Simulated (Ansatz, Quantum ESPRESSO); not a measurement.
**Lattice dynamics of CaSb (Pm-3m) in two programs**

Aim: the phonon dispersion of CaSb (Pm-3m), checked by a second program.

Program: Quantum ESPRESSO 7.5. Level of theory: DFT PBE, scalar-relativistic, plane waves, SPMS norm-conserving pseudopotentials. Results are calculated unless marked as measured.

The structure was built from a prototype and need not be the compound's stable phase.

### 1. The structure

The structure is cubic, space group Pm-3m (No. 221). Conventional cell: a = 4.051 Å, b = 4.051 Å, c = 4.051 Å, α = 90.00°, β = 90.00°, γ = 90.00°. Ca has 8 Sb at 3.51 Å nearest. Sb has 8 Ca at 3.51 Å nearest. Farther neighbours are not listed.

Coordinates:

```cif
data_structure
_symmetry_space_group_name_H-M 'P 1'
_symmetry_Int_Tables_number 1
_cell_length_a 4.0514
_cell_length_b 4.0514
_cell_length_c 4.0514
_cell_angle_alpha 90.000
_cell_angle_beta 90.000
_cell_angle_gamma 90.000
_cell_volume 66.50
loop_
_atom_site_label
_atom_site_type_symbol
_atom_site_fract_x
_atom_site_fract_y
_atom_site_fract_z
_atom_site_occupancy
Ca1 Ca 0.00000 0.00000 0.00000 1
Sb2 Sb 0.50000 0.50000 0.50000 1
```

### 2. A probe with smearing

Before anything dear is run, a loose run with smearing shows whether this is a metal and how far the cell is from rest.

Contents of probe.in:

```
 &control
    calculation='scf',
    prefix='x',
    outdir='./tmp',
    pseudo_dir='./pseudo',
    tprnfor=.true.,
    tstress=.true.,
    verbosity='high',
 /
 &system
    ibrav=1,
    celldm(1)=7.65607329,
    nat=2,
    ntyp=2,
    ecutwfc=60.0,
    occupations='smearing',
    smearing='gaussian',
    degauss=0.01,
 /
 &electrons
    conv_thr=1.0d-07,
    mixing_beta=0.7,
    electron_maxstep=100,
 /
ATOMIC_SPECIES
 Ca     40.0780  Ca.upf
 Sb    121.7600  Sb.upf
ATOMIC_POSITIONS crystal
 Ca     0.000000000   0.000000000   0.000000000
 Sb     0.500000000   0.500000000   0.500000000
K_POINTS automatic
 4 4 4 0 0 0
```

Command:

```sh
$ OMP_NUM_THREADS=1 mpirun -n 4 pw.x -nk 4 -in probe.in > probe.out
```

Log:

```text
[banners, grids, parts of the stress and lines that vanish by symmetry left out]
Program PWSCF v.7.5
     bravais-lattice index     =            1
     lattice parameter (alat)  =       7.6561  a.u.
[...]
kinetic-energy cutoff     =      60.0000  Ry
     charge density cutoff     =     240.0000  Ry
     scf convergence threshold =      1.0E-07
[...]
Exchange-correlation= PBE
                           (   1   4   3   4   0   0   0)
[...]
48 Sym. Ops., with inversion, found
[...]
(     0          1          0      )
                  (     0          0          1      )
[...]
(  0.0000000  1.0000000  0.0000000 )
                  (  0.0000000  0.0000000  1.0000000 )
[...]
(     0         -1          0      )
                  (     0          0          1      )
[...]
(  0.0000000 -1.0000000  0.0000000 )
[...]
(     0          0          1      )
                  (     1          0          0      )
[...]
( -1.0000000  0.0000000  0.0000000 )
                  (  0.0000000  1.0000000  0.0000000 )
[...]
number of k points=    10  Gaussian smearing, width (Ry)=  0.0100
[...]
End of self-consistent calculation
[...]
the Fermi energy is     8.2144 ev
!    total energy              =    -250.00098026 Ry
[...]
convergence has been achieved in   6 iterations
[...]
atom    1 type  1   force =     0.00000000    0.00000000    0.00000000
     atom    2 type  2   force =     0.00000000    0.00000000    0.00000000
[...]
Total force =     0.000000     Total SCF correction =     0.000000
[...]
total   stress  (Ry/bohr**3)                   (kbar)     P=      -42.10
[...]
XML data file, charge density, pseudopotentials, collected wavefunctions

   JOB DONE.
```

It took 3.4 s on 4 MPI ranks of Arm Neoverse V1, shared host; 13 s of CPU time.

Numbers from this step:

```
volume per atom   : 33.25 Å³
pressure          : -4.21 GPa
gap on the k-mesh : 0 eV
```

No gap opens on this mesh, so smearing is kept; the start stands at -4.2 GPa.

### 3. Relaxing the cell and atoms

The harmonic expansion starts where the forces on the atoms vanish, and stress shifts the frequencies, so cell and atoms are relaxed with tight thresholds.

Contents of relax.in:

```
 &control
    calculation='vc-relax',
    prefix='x',
    outdir='./tmp',
    pseudo_dir='./pseudo',
    tprnfor=.true.,
    tstress=.true.,
    forc_conv_thr=2.0d-05,
    etot_conv_thr=1.0d-07,
    nstep=40,
 /
 &system
    ibrav=1,
    celldm(1)=7.65607329,
    nat=2,
    ntyp=2,
    ecutwfc=60.0,
    occupations='smearing',
    smearing='mp',
    degauss=0.02,
 /
 &electrons
    conv_thr=1.0d-11,
    mixing_beta=0.7,
    electron_maxstep=100,
 /
 &ions
 /
 &cell
    press_conv_thr=0.2,
 /
ATOMIC_SPECIES
 Ca     40.0780  Ca.upf
 Sb    121.7600  Sb.upf
ATOMIC_POSITIONS crystal
 Ca     0.000000000   0.000000000   0.000000000
 Sb     0.500000000   0.500000000   0.500000000
K_POINTS automatic
 8 8 8 0 0 0
```

Command:

```sh
$ OMP_NUM_THREADS=1 mpirun -n 4 pw.x -nk 4 -in relax.in > relax.out
```

Log:

```text
[banners, grids, parts of the stress and lines that vanish by symmetry left out]
[banner, memory and clock lines left out]
Program PWSCF v.7.5

[...]
kinetic-energy cutoff     =      60.0000  Ry
     charge density cutoff     =     240.0000  Ry
     scf convergence threshold =      1.0E-11
[...]
energy convergence thresh.=      1.0E-07
     force convergence thresh. =      2.0E-05
     press convergence thresh. =      2.0E-01
     Exchange-correlation= PBE
                           (   1   4   3   4   0   0   0)
[...]
48 Sym. Ops., with inversion, found
[...]
number of k points=    35  Methfessel-Paxton smearing, width (Ry)=  0.0200
[...]
End of self-consistent calculation
[...]
the Fermi energy is     7.9414 ev
!    total energy              =    -249.99487462 Ry
[...]
convergence has been achieved in   9 iterations
[...]
atom    1 type  1   force =     0.00000000    0.00000000    0.00000000
     atom    2 type  2   force =     0.00000000    0.00000000    0.00000000
     Total force =     0.000000     Total SCF correction =     0.000000
[...]
total   stress  (Ry/bohr**3)                   (kbar)     P=      -41.38
[...]
number of bfgs steps    =   0
[...]
CELL_PARAMETERS (alat=  7.65607329)
[...]
ATOMIC_POSITIONS (crystal)
Ca               0.0000000000        0.0000000000        0.0000000000
Sb               0.5000000000        0.5000000000        0.5000000000
[...]
New effective cutoffs (rho, wfc):  243.18   60.85
[...]
End of self-consistent calculation
[...]
the Fermi energy is     8.1851 ev
!    total energy              =    -249.99735754 Ry
[...]
convergence has been achieved in   7 iterations
[...]
atom    1 type  1   force =     0.00000000    0.00000000    0.00000000
     atom    2 type  2   force =     0.00000000    0.00000000    0.00000000
     Total force =     0.000000     Total SCF correction =     0.000000
[...]
total   stress  (Ry/bohr**3)                   (kbar)     P=      -36.22
[...]
number of bfgs steps    =   1
[...]
WARNING: bfgs curvature condition failed, Theta= 0.927
[...]
CELL_PARAMETERS (alat=  7.65607329)
[...]
ATOMIC_POSITIONS (crystal)
Ca               0.0000000000        0.0000000000        0.0000000000
Sb               0.5000000000        0.5000000000        0.5000000000
[...]
New effective cutoffs (rho, wfc):  248.43   62.16
[...]
End of self-consistent calculation
[...]
the Fermi energy is     8.5633 ev
!    total energy              =    -250.00036390 Ry
[...]
convergence has been achieved in   8 iterations
[...]
atom    1 type  1   force =     0.00000000    0.00000000    0.00000000
     atom    2 type  2   force =     0.00000000    0.00000000    0.00000000
     Total force =     0.000000     Total SCF correction =     0.000000
[...]
total   stress  (Ry/bohr**3)                   (kbar)     P=      -27.36
[...]
number of bfgs steps    =   2
[...]
CELL_PARAMETERS (alat=  7.65607329)
[...]
ATOMIC_POSITIONS (crystal)
[...]
New effective cutoffs (rho, wfc):  256.63   64.21
[...]
End of self-consistent calculation
[...]
the Fermi energy is     9.1604 ev
[...]
number of bfgs steps    =   3
[...]
CELL_PARAMETERS (alat=  7.65607329)
[...]
ATOMIC_POSITIONS (crystal)
[...]
New effective cutoffs (rho, wfc):  262.28   65.63
[...]
End of self-consistent calculation
[...]
the Fermi energy is     9.5757 ev
!    total energy              =    -250.00351118 Ry
[...]
convergence has been achieved in   8 iterations
[...]
atom    1 type  1   force =     0.00000000    0.00000000    0.00000000
     atom    2 type  2   force =     0.00000000    0.00000000    0.00000000
     Total force =     0.000000     Total SCF correction =     0.000000
[...]
total   stress  (Ry/bohr**3)                   (kbar)     P=        1.56
[...]
number of bfgs steps    =   4
[...]
CELL_PARAMETERS (alat=  7.65607329)
[...]
ATOMIC_POSITIONS (crystal)
[...]
New effective cutoffs (rho, wfc):  261.59   65.46
[...]
End of self-consistent calculation
[...]
the Fermi energy is     9.5253 ev
!    total energy              =    -250.00351894 Ry
[...]
convergence has been achieved in   7 iterations
[...]
atom    1 type  1   force =     0.00000000    0.00000000    0.00000000
     atom    2 type  2   force =     0.00000000    0.00000000    0.00000000
     Total force =     0.000000     Total SCF correction =     0.000000
[...]
total   stress  (Ry/bohr**3)                   (kbar)     P=       -0.07
[...]
number of bfgs steps    =   5
[...]
CELL_PARAMETERS (alat=  7.65607329)
[...]
ATOMIC_POSITIONS (crystal)
[...]
New effective cutoffs (rho, wfc):  261.62   65.46
[...]
End of self-consistent calculation
[...]
the Fermi energy is     9.5274 ev
!    total energy              =    -250.00351896 Ry
[...]
convergence has been achieved in   5 iterations
[...]
atom    1 type  1   force =     0.00000000    0.00000000    0.00000000
     atom    2 type  2   force =     0.00000000    0.00000000    0.00000000
     Total force =     0.000000     Total SCF correction =     0.000000
[...]
total   stress  (Ry/bohr**3)                   (kbar)     P=       -0.00
[...]
bfgs converged in   7 scf cycles and   6 bfgs steps
[...]
End of BFGS Geometry Optimization
     Final enthalpy           =    -250.0035189554 Ry
     File ./tmp/x.bfgs deleted, as requested
[...]
CELL_PARAMETERS (alat=  7.65607329)
[...]
ATOMIC_POSITIONS (crystal)
Ca               0.0000000000        0.0000000000        0.0000000000
Sb               0.5000000000        0.5000000000        0.5000000000
[...]
Final scf calculation at the relaxed structure.
[...]
kinetic-energy cutoff     =      60.0000  Ry
     charge density cutoff     =     240.0000  Ry
     scf convergence threshold =      1.0E-13
[...]
press convergence thresh. =      2.0E-01
     Exchange-correlation= PBE
                           (   1   4   3   4   0   0   0)
[...]
48 Sym. Ops., with inversion, found
[...]
number of k points=    35  Methfessel-Paxton smearing, width (Ry)=  0.0200
[...]
c_bands:  2 eigenvalues not converged
     c_bands:  3 eigenvalues not converged
     c_bands:  2 eigenvalues not converged
     c_bands:  1 eigenvalues not converged
     c_bands:  2 eigenvalues not converged
     c_bands:  1 eigenvalues not converged
     c_bands:  1 eigenvalues not converged
[...]
End of self-consistent calculation
[...]
the Fermi energy is     9.5274 ev
!    total energy              =    -250.00351696 Ry
[...]
convergence has been achieved in  11 iterations
[...]
atom    1 type  1   force =     0.00000000    0.00000000    0.00000000
     atom    2 type  2   force =     0.00000000    0.00000000    0.00000000
     Total force =     0.000000     Total SCF correction =     0.000000
[...]
total   stress  (Ry/bohr**3)                   (kbar)     P=       -0.00
[...]
XML data file, charge density, pseudopotentials, collected wavefunctions
```

Run time: 64 s. Hardware: 4 MPI ranks; 4.3 min of CPU time.

Step by step:

```
step  energy less that of the first step (eV)  largest force (eV/Å)  pressure (GPa)  volume (Å³)
   1                                   0.0000                0.0000           -4.14        66.50
   2                                  -0.0338                0.0000           -3.62        65.11
   3                                  -0.0747                0.0000           -2.74        63.05
   4                                  -0.1115                0.0000           -1.12        60.06
   5                                  -0.1175                0.0000            0.16        58.13
   6                                  -0.1176                0.0000           -0.01        58.36
   7                                  -0.1176                0.0000            0.00        58.35
   8                                  -0.1176                0.0000            0.00        58.35
```

```
conventional cell, symmetrised  before  after   change
                         a (Å)   4.051  3.879   -4.3 %
                         b (Å)   4.051  3.879   -4.3 %
                         c (Å)   4.051  3.879   -4.3 %
              volume (Å³/atom)   33.25  29.17  -12.3 %
```

Final coordinates:

```xyz
2
Lattice="3.8785 0.0000 0.0000 0.0000 3.8785 0.0000 0.0000 0.0000 3.8785" Properties=species:S:1:pos:R:3 pbc="T T T"
Ca    0.0000    0.0000    0.0000
Sb    1.9393    1.9393    1.9393
```

The last row of the table of steps is pw.x's closing run on a basis chosen anew for the final cell, so its energy can jump.

Read from the output:

- volume per atom: 29.17 Å³
- pressure: 0 GPa

The volume changes by -12.3 % from the cell with which this run began.

### 4. Ground state

Perturbation theory inherits every error of the wavefunctions, so the threshold is set near the limit of the arithmetic. Smearing stays on, as the first look found no gap above 0.3 eV.

Contents of scf.in:

```
 &control
    calculation='scf',
    prefix='x',
    outdir='./tmp',
    pseudo_dir='./pseudo',
    tprnfor=.true.,
    tstress=.true.,
 /
 &system
    ibrav=1,
    celldm(1)=7.32939665,
    nat=2,
    ntyp=2,
    ecutwfc=60.0,
    occupations='smearing',
    smearing='mp',
    degauss=0.02,
 /
 &electrons
    conv_thr=1.0d-12,
    mixing_beta=0.7,
    electron_maxstep=100,
 /
ATOMIC_SPECIES
 Ca     40.0780  Ca.upf
 Sb    121.7600  Sb.upf
ATOMIC_POSITIONS crystal
 Ca     0.000000000   0.000000000   0.000000000
 Sb     0.500000000   0.500000000   0.500000000
K_POINTS automatic
 8 8 8 0 0 0
```

Command:

```sh
$ OMP_NUM_THREADS=1 mpirun -n 4 pw.x -nk 4 -in scf.in > scf.out
```

Log:

```text
[banners, grids, parts of the stress and lines that vanish by symmetry left out]
[banner, memory and clock lines left out]
Program PWSCF v.7.5

[...]
kinetic-energy cutoff     =      60.0000  Ry
     charge density cutoff     =     240.0000  Ry
     scf convergence threshold =      1.0E-12
[...]
Exchange-correlation= PBE
                           (   1   4   3   4   0   0   0)
[...]
48 Sym. Ops., with inversion, found
[...]
number of k points=    35  Methfessel-Paxton smearing, width (Ry)=  0.0200
[...]
c_bands:  1 eigenvalues not converged
[...]
End of self-consistent calculation
[...]
the Fermi energy is     9.5274 ev
!    total energy              =    -250.00351696 Ry
[...]
convergence has been achieved in  10 iterations
[...]
atom    1 type  1   force =     0.00000000    0.00000000    0.00000000
     atom    2 type  2   force =     0.00000000    0.00000000    0.00000000
     Total force =     0.000000     Total SCF correction =     0.000000
[...]
total   stress  (Ry/bohr**3)                   (kbar)     P=       -0.00
[...]
XML data file, charge density, pseudopotentials, collected wavefunctions
```

Wall time 11 s (4 MPI ranks); 42 s of CPU time.

The cell stands at 0 GPa, close enough for phonons.

[end of part 1 of 4]

[Host names and launcher messages were left out of these logs when they were recorded.]

[Logs are printed without paths, hosts, clocks, repeated set-up lines and the standing remarks that a program may print on its own settings, such as how far it seeks lower states.]

[Hosts, paths, dates, database ids (printed as entryN), source tags and the programs' standing remarks are cut or masked in the printed files.]
